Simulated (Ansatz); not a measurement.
# Tc of Pa (I4/mmm) from its phonons, part 2 of 2

Aim: the phonon-mediated transition temperature of Pa (I4/mmm) at ambient pressure, over a range of μ*. The cell shown first is a relaxed one, from steps not shown here.

Ansatz 0.2.0; DFT PBEsol, scalar-relativistic, plane waves, PAW; PAW set soft_1.

So far, log mean phonon energy ħω_log (meV): step 2 (resistivity: q 4×4×4, k 16×16×16, scattering 20×20×20) 8.46; step 3 (k-mesh 20×20×20, scattering mesh 28×28×28) 8.55.

## (4) Coupling and resistivity: q 6×6×6, k 24×24×24, scattering 40×40×40

The next rung changes the q mesh, which sets the reach of the force constants and couplings; the k mesh of the density and its response; the scattering mesh, which samples the Fermi surface.

Input file input.yaml:

```yaml
crystal:
  lattice:
    - [-1.9759702762, 1.9759702762, 1.5970016499]
    - [1.9759702762, -1.9759702762, 1.5970016499]
    - [1.9759702762, 1.9759702762, -1.5970016499]
  atoms:
    - { symbol: Pa, position: [0.0, 0.0, 0.0] }
kpoints:
  mp_grid: { grid: [24, 24, 24] }
hamiltonian:
  xc: pbesol
  pseudopotentials: { kind: paw, azcp: { folder: soft_1 }, xc_functional: pbe }
scf:
  occupations: { method: methfessel_paxton, width: 0.2 }
output:
  eigenvalues: true
phonons:
  method: dfpt
  qmesh: [6, 6, 6]
  temperatures: { t_max: 400, t_step: 50 }
  qpath:
    path:
      - [[0.0, 0.0, 0.0], [0.0, 0.0, 0.5], [-0.5, 0.5, 0.5], [0.0, 0.0, 0.0]]
      - [[0.0, 0.0, 0.5], [0.25, 0.25, 0.25], [0.0, 0.5, 0.0], [0.0, 0.0, 0.0]]
    npoints: 6
  electrical_resistivity:
    mesh: [40, 40, 40]
    temperatures: [20.0, 50.0, 80.0, 100.0, 150.0, 200.0, 273.0, 300.0, 400.0]
  superconductivity: { mesh: [40, 40, 40] }
```

Launch:

```
$ ansatz run input.yaml --threads 16 --pin off --max-ram 92160MiB --backend cuda --events-out ev --progress --plain --runs-dir out --max-vram 78GiB
```

Numbers of over 12 decimals in the logs are rounded to 6 here.

The program printed:

```text
[...]
Crystal: 1 atoms, lattice volume = 24.942 Å³
Basis set: ecut = 420 eV, 513 PW (Γ), exchange–correlation on 48×48×48 points (8 copies of the dense FFT grid, shifted against one another)
Bands: 16, of which v1, the nominal top of the filled ones, is band 7 counted from 1 (6 counted from 0)
Symmetry: 16 space group operations
k-points: 1063 of 13824
[...]
SCF iter   1: F=—  HF=-13473.441970 eV  |F-HF|=—  |Δ(HF+E_count)|=         —  Δρ=6.75e-2  dr2=1.39e0  ethr=3.10e-3  ⟨swp⟩=5.2  Hψ=81698  notcnv=0
[...]
SCF iter   2: F=—  HF=-13473.241074 eV  |F-HF|=—  |Δ(HF+E_count)|=   2.01e-1  S|Δr|=    0.00e0  Δρ=4.90e-2  dr2=7.44e-1  ethr=3.10e-3  ⟨swp⟩=2.0  Hψ=32881  notcnv=0  defer=1573
[...]
SCF iter   9: F=-13473.020540 eV  HF=-13473.020540 eV  |F-HF|=9.09e-12  |Δ(HF+E_count)|=  5.09e-11  S|Δr|=    0.00e0  Δρ=1.16e-7  dr2=3.52e-12  ethr=1.00e-12  ⟨swp⟩=8.7  Hψ=81396  notcnv=0
SCF 1 converged in 9 iterations: F = -13473.020540 eV  dr2 = 3.52e-12
[...]
SCF 2 converged in 9 iterations: F = -13473.020540 eV  dr2 = 3.49e-12
[...]
SCF converged after 9 iterations
[...]
80.00      1.8549e0              no      2.0948e0      2.0948e0      1.3750e0        2.0544e0          2.1962e0
    100.00      2.4709e0              no      2.7895e0      2.7895e0      1.8337e0        2.7147e0          2.9316e0
    150.00      3.9502e0              no      4.4593e0      4.4593e0      2.9319e0        4.3154e0          4.6923e0
    200.00      5.3933e0              no      6.0892e0      6.0892e0      4.0016e0        5.8855e0          6.4063e0
    273.00      7.4859e0              no      8.4530e0      8.4530e0      5.5517e0        8.1676e0          8.8868e0
    300.00      8.2601e0              no      9.3276e0      9.3276e0      6.1250e0        9.0128e0          9.8032e0
    400.00      1.1137e1              no      1.2578e1      1.2578e1      8.2539e0        1.2157e1          1.3203e1
[...]
vibrations of 216 cells: unjudged by the run; compare a larger repeat
[...]
--- Superconductivity: potentials and phonons of a 6×6×6 supercell ---
           mesh         λ    ħω_log (meV)  μ* declared at (meV)
       40×40×40    0.6035           8.576                9.745
       20×20×20    0.5985           8.489                9.714
       10×10×10    0.5973           8.181                9.615
  λ by the species' shares of the modes' patterns: Pa 0.6035
[...]
0.08      2.827         2.916         2.757         2.755         3.189         3.188          3.189
      0.10      2.317         2.383         2.196         2.195         2.624         2.624          2.624
      0.12      1.851         1.900         1.704         1.704         2.122         2.122          2.122
      0.13      1.637         1.678         1.485         1.484         1.895         1.894          1.894
      0.14      1.436         1.470         1.283         1.283         1.683         1.683          1.683
      0.16      1.074         1.098         0.932         0.932         1.307         1.307          1.306
      0.20      0.519         0.529         0.428         0.428         0.732         0.732          0.732
[...]
vibrations of 216 cells: unjudged by the run; compare a larger repeat
[...]
```

Run time: 17 min. Hardware: 1 × NVIDIA GB200 with 16 threads of Arm Neoverse V2, shared host; peak memory 56 GiB; 3.7 h of CPU time.

This step gave:

```
zero point energy                                 : 0.01489 eV/cell
highest frequency, solved or plainly interpolated : 122.6 cm⁻¹
Debye temperature (second moment)                 : 154 K
resistivity at 300 K                              : 8.26 μΩ cm, mean of the axes
coupling constant λ                               : 0.6035
density of states at the Fermi level              : 1.245 states/eV a spin and cell
log mean phonon energy ħω_log                     : 8.576 meV
transport coupling constant λ_tr                  : 0.5464, 0.5464, 0.448 (xx, yy, zz)
Drude plasma energy                               : 8.077, 8.077, 8.925 eV (xx, yy, zz)
resistivity times mean free path                  : 3.829, 3.829, 3.831 × 10⁻¹⁶ Ω m² (xx, yy, zz)
second-moment phonon energy ħω₂                   : 9.745 meV
coupling λ by branch                              : 0.288, 0.155, 0.16 (branches by rank of frequency)
```

Transition temperatures:

```csv
μ*,McMillan Tc (K),Allen–Dynes Tc (K),isotropic Fermi-surface Tc (K),isotropic full bandwidth Tc (K),anisotropic Fermi-surface Tc (K),anisotropic full bandwidth Tc (K),anisotropic narrow window Tc (K)
0.08,2.83,2.92,2.76,2.76,3.19,3.19,3.19
0.1,2.32,2.38,2.2,2.19,2.62,2.62,2.62
0.12,1.85,1.9,1.7,1.7,2.12,2.12,2.12
0.13,1.64,1.68,1.49,1.48,1.89,1.89,1.89
0.14,1.44,1.47,1.28,1.28,1.68,1.68,1.68
0.16,1.07,1.1,0.932,0.932,1.31,1.31,1.31
0.2,0.519,0.529,0.428,0.428,0.732,0.732,0.732
```

The Eliashberg function α²F has structure finer than the step of the table below, so its rows give means over 0.5 meV, whole bins alone (the curve runs from 0.06 to 15.4 meV). Peaks (meV: height): α²F 8.49: 0.443, 11.14: 0.637, 14.51: 0.392; α²F tr 8.49: 0.372, 11.14: 0.503, 14.51: 0.330.

The Eliashberg function α²F by phonon energy; means over each step:

```csv
phonon energy (meV),α²F,α²F tr
0.5,4.5e-4,6.3e-5
1.0,0.00112,3.9e-4
1.5,0.00266,0.00129
2.0,0.00844,0.00646
2.5,0.0228,0.0195
3.0,0.0334,0.0291
3.5,0.0363,0.0323
4.0,0.0411,0.0370
4.5,0.0477,0.0435
5.0,0.0563,0.0514
5.5,0.0664,0.0606
6.0,0.0786,0.0709
6.5,0.0957,0.0841
7.0,0.123,0.105
7.5,0.216,0.185
8.0,0.329,0.275
8.5,0.411,0.348
9.0,0.350,0.312
9.5,0.332,0.298
10.0,0.350,0.308
10.5,0.525,0.441
11.0,0.581,0.473
11.5,0.409,0.344
12.0,0.289,0.234
12.5,0.188,0.154
13.0,0.142,0.120
13.5,0.165,0.137
14.0,0.208,0.176
14.5,0.325,0.278
15.0,0.143,0.113
```

Anisotropic full-bandwidth solution, weighted at the Fermi level. Gaps:

```csv
mu*,T (K),mean gap (meV),5 % (meV),95 % (meV),mean Z
0.1,0.656,0.372,0.249,0.515,1.6
0.1,1.31,0.352,0.234,0.488,1.6
0.1,1.97,0.282,0.187,0.39,1.6
0.1,2.36,0.189,0.125,0.262,1.6
0.13,0.474,0.261,0.162,0.375,1.6
0.13,0.947,0.246,0.152,0.354,1.6
0.13,1.42,0.196,0.12,0.281,1.6
0.13,1.7,0.132,0.0802,0.188,1.6
0.16,0.327,0.174,0.0975,0.261,1.6
0.16,0.653,0.164,0.0911,0.245,1.6
0.16,0.98,0.13,0.072,0.194,1.6
0.16,1.18,0.087,0.0477,0.13,1.6
```

dTc/da2F against phonon energy:

```csv
phonon energy (meV),dTc/da2F (K/meV)
0.5,4.26
1.0,5.35
1.5,5.26
2.0,4.94
2.5,4.59
3.0,4.27
3.5,3.97
4.0,3.71
4.5,3.47
5.0,3.26
5.5,3.07
6.0,2.90
6.5,2.75
7.0,2.60
7.5,2.48
8.0,2.36
8.5,2.25
9.0,2.16
9.5,2.06
10.0,1.98
10.5,1.90
11.0,1.82
11.5,1.75
12.0,1.69
12.5,1.63
13.0,1.57
13.5,1.51
14.0,1.46
14.5,1.42
15.0,1.37
```

Table of share of the Fermi-level states by lambda of a state:

```csv
lambda of a state,share of the Fermi-level states
0.152,0
0.211,9.0e-4
0.270,0.0034
0.328,0.0238
0.387,0.0294
0.446,0.102
0.504,0.190
0.563,0.188
0.622,0.166
0.680,0.117
0.739,0.0875
0.797,0.0209
0.856,0.0136
0.915,0.0151
0.973,0.0127
1.030,0.0051
1.090,0.0053
1.150,0.0053
1.210,0.0069
1.270,0.0069
1.330,3.0e-4
1.380,0
1.440,0
1.500,0
```

## (5) Summary of results

```
meshes                                 : q 6×6×6, k 24×24×24, scattering 40×40×40
coupling constant λ                    : 0.604
log mean phonon energy ħω_log          : 8.58 meV
Allen–Dynes Tc at μ* = 0.1             : 2.38 K
Allen–Dynes Tc at μ* = 0.13            : 1.68 K
anisotropic Eliashberg Tc at μ* = 0.1  : 2.62 K
anisotropic Eliashberg Tc at μ* = 0.13 : 1.89 K
```

**Reading.** In the last run (PBEsol, q 6×6×6, k 24×24×24, scattering 40×40×40), with λ = 0.60 and ħω_log = 8.58 meV, Tc at μ* = 0.13 is 1.6 K by McMillan's formula, 1.7 K by Allen and Dynes's and 1.9 K by the anisotropic Eliashberg equations. Allen and Dynes's formula meets the measured 1.4 K at μ* near 0.14. Raising μ* from 0.10 to 0.16 lowers the Allen–Dynes value from 2.4 to 1.1 K. The mean gap at a quarter of Tc gives 2Δ/k_B Tc = 3.21, against 3.53 in weak-coupling theory. The gap spreads from 0.16 to 0.38 meV over nine tenths of the Fermi surface. The run's transport test calls it not converged in the mesh; ρ(300 K) moves by 8 % in the component that moves most. λ of these runs moves by 0 to 2 % between their two finest meshes, and Tc by more, so small gaps between the runs or to the measured value rank nothing. Over the runs, λ takes the values 0.602, 0.610 and 0.604, in the order shown. No spin–orbit coupling, which matters for Pa. The cell is held at the measured volume. μ* is a typed number, phonons are harmonic, and spin fluctuations are left out; at μ* = 0.13 McMillan's formula turns 1 % in λ into about 3.6 % in Tc.

Comparison with the measured values:

```
                                                   quantity  measured  Allen–Dynes, PBEsol, q 4×4×4, fine 20×20×20  Eliashberg, PBEsol, q 4×4×4, fine 20×20×20  Allen–Dynes, PBEsol, q 4×4×4, fine 28×28×28  Eliashberg, PBEsol, q 4×4×4, fine 28×28×28  Allen–Dynes, PBEsol, q 6×6×6, fine 40×40×40  Eliashberg, PBEsol, q 6×6×6, fine 40×40×40
superconducting transition temperature (μ* = 0.13) (kelvin)       1.4                               1.64 (+17.1 %)                              1.86 (+32.9 %)                               1.74 (+24.3 %)                              1.96 (+40.0 %)                               1.68 (+20.0 %)                              1.89 (+35.0 %)
```

Measured values from Wikipedia's table of superconducting elements, as read in December (2026).

How well it matches: For the superconducting transition temperature, of the levels listed nearest comes Allen–Dynes, PBEsol, q 4×4×4, fine 20×20×20 (+17.1 %, fair agreement) and farthest Eliashberg, PBEsol, q 4×4×4, fine 28×28×28 (+40.0 %, a clear miss). Limits of convergence are named above.

[Logs are printed without paths, hosts, clocks, repeated set-up lines and the standing remarks that a program may print on its own settings, such as how far it seeks lower states.]

[Hosts, paths, dates, database ids (printed as entryN), source tags and the programs' standing remarks are cut or masked in the printed files.]
